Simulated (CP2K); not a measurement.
Consider p-benzoquinone at its PBE geometry (Å).

```xyz
12

O     2.6226    0.5406   -0.0010
C     1.4113    0.2877   -0.0076
C     0.4063    1.3745    0.0430
C    -0.9143    1.1068    0.0599
C    -1.4113   -0.2877    0.0076
O    -2.6226   -0.5406    0.0010
C    -0.4063   -1.3745   -0.0430
C     0.9143   -1.1068   -0.0599
H     0.8051    2.3892    0.0717
H    -1.6734    1.8886    0.1048
H    -0.8051   -2.3892   -0.0717
H     1.6734   -1.8886   -0.1048
```

Method: CP2K XAS_TDP, all-electron GAPW, PBEh(45%), aug-cc-pVDZ, TDA, GW2X-corrected core level, no relativity.

Q: Where do the O K-edge lines lie, and how strong are they?

Leading lines: O1 529.74 eV. The leading line of an atom is its first one with 35 % of the strongest within 2.5 eV of its lowest line over the strength cut. Core ionisation energies at this level: O1 538.08 eV.

The first six lines of each atom with a strength over 0.0015:

| atom | energy (eV) | states | strength, one atom | above the computed threshold |
| --- | --- | --- | --- | --- |
| O1 (bonded to C), 2 alike | 529.74 | 1 | 0.0411 |  |
|  | 535.80 | 1 | 0.0042 |  |
|  | 537.77 | 1 | 0.0018 |  |
|  | 537.90 | 1 | 0.0017 |  |
|  | 537.98 | 1 | 0.0018 |  |
|  | 538.56 | 1 | 0.0022 | yes |

Lines are vertical, at one geometry, with no vibrational structure. GW2X ionisation energies and lines can be off by 1 to 2 eV either way, and a good line position may hide errors that cancel. These values hold no scalar relativity, about 0.4 eV for O 1s. Rydberg lines, and the discretised continuum above threshold, depend on the basis and the box.

[Banner, clock and machine lines of the logs are left out without a mark of their own.]

[Logs are printed without paths, hosts, clocks, repeated set-up lines and the standing remarks that a program may print on its own settings, such as how far it seeks lower states.]

[Hosts, paths, dates, database ids (printed as entryN), source tags and the programs' standing remarks are cut or masked in the printed files.]
